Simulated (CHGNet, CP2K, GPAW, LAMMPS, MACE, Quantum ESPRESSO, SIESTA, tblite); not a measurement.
# What went wrong? GPAW on glassy 45P2O5-55ZnO (mol %) (85 atoms)

Program: GPAW 26.7.0, a calculation on a cell of 18 P, 11 Zn and 56 O, 13.6 Å³ an atom.

Contents of run.py:

```python
import numpy as np
from ase.io import read
from gpaw import GPAW, FermiDirac

atoms = read("structure.xyz")
atoms.calc = GPAW(
    mode="lcao",
    basis="dzp",
    h=0.18,
    xc="PBE96",
    kpts={"size": (1, 1, 1), "gamma": True},
    occupations=FermiDirac(0.05),
    maxiter=60,
    symmetry={"point_group": False},
    txt="gpaw.txt",
)
energy = atoms.get_potential_energy(force_consistent=True)
forces = atoms.get_forces()
print(f"energy {energy:.6f} eV")
print("forces (eV/A)")
for i, (a, f) in enumerate(zip(atoms, forces)):
    print(f"{i:4d} {a.symbol:2s} {f[0]:10.5f} {f[1]:10.5f} {f[2]:10.5f}")
print(f"Fermi level {atoms.calc.get_fermi_level():.4f} eV")
for k in range(len(atoms.calc.get_ibz_k_points())):
    for s in range(atoms.calc.get_number_of_spins()):
        e = atoms.calc.get_eigenvalues(kpt=k, spin=s)
        n = np.searchsorted(e, atoms.calc.get_fermi_level())
        print(f"k {k} spin {s} levels about the Fermi level:", np.round(e[max(n - 6, 0):n], 4).tolist(), "|", np.round(e[n:n + 6], 4).tolist())
```

Contents of structure.xyz:

```xyz
85
Lattice="10.49771 0.00000 0.00000 0.00000 10.49771 0.00000 0.00000 0.00000 10.49771" Properties=species:S:1:pos:R:3 pbc="T T T"
P 3.00675 4.87965 10.33919
P 9.98542 2.05902 7.37328
P 7.18085 7.11293 1.94029
P 5.47057 6.61650 9.83803
P 8.74858 8.76884 8.70166
P 0.96075 1.70640 2.66316
P 5.37630 8.75026 7.57956
P 6.72683 4.12780 2.40020
P 4.49648 1.72519 5.50038
P 4.70612 10.29437 1.42748
[... 71 atom lines left out ...]
O 7.10737 3.26174 3.56145
O 4.07878 6.01183 10.24566
O 10.23201 8.38337 8.96651
O 10.04242 1.59901 3.14753
```

Started as:

```console
OMP_NUM_THREADS=1 python run.py > output.txt
```

The log of the run:

```text
ValueError: not enough values to unpack (expected 2, got 1)
NameError: Unknown functional: PBE96.
```

gpaw.txt:

```text
Input parameters:
  mode=LCAO(),
  basis={'default': 'dzp'},
  h=0.18,
  kpts=MonkhorstPack(size=(1, 1, 1), gamma=True),
  maxiter=60,
  occupations=Occupations(name='fermi-dirac', width=0.05, fixmagmom=False),
  symmetry=Symmetry(point_group=False),
  xc=XC(name='PBE96')
timing:  # [seconds]
  Total: 0.033  # ━━━━━━━━━━━━━━━━━━━━━━━━━━━━━━━━━━━━━━━━━━━━━━━━━━━━━━━━━━━
  Init:  0.010  # ━━━━━━━━━━━━━━━━━━━
```

The job ended after 1.4 s (1 thread of Arm Neoverse V1, shared host; peak memory 0.1 GiB).

Banners, paths, timers and routine set-up lines are dropped from the logs unmarked, and long logs keep their key lines alone; longer cuts are marked.

**Question.** Which part of the input is at fault, and how is it mended?

An unknown functional: functional PBE96.

The program stopped at the start.

[Also dropped from logs without a mark: logging warnings of Python, and SIESTA's first energy breakdown and zero terms.]

[Logs are printed without paths, hosts, clocks, repeated set-up lines and the standing remarks that a program may print on its own settings, such as how far it seeks lower states.]

[Hosts, paths, dates, database ids (printed as entryN), source tags and the programs' standing remarks are cut or masked in the printed files.]
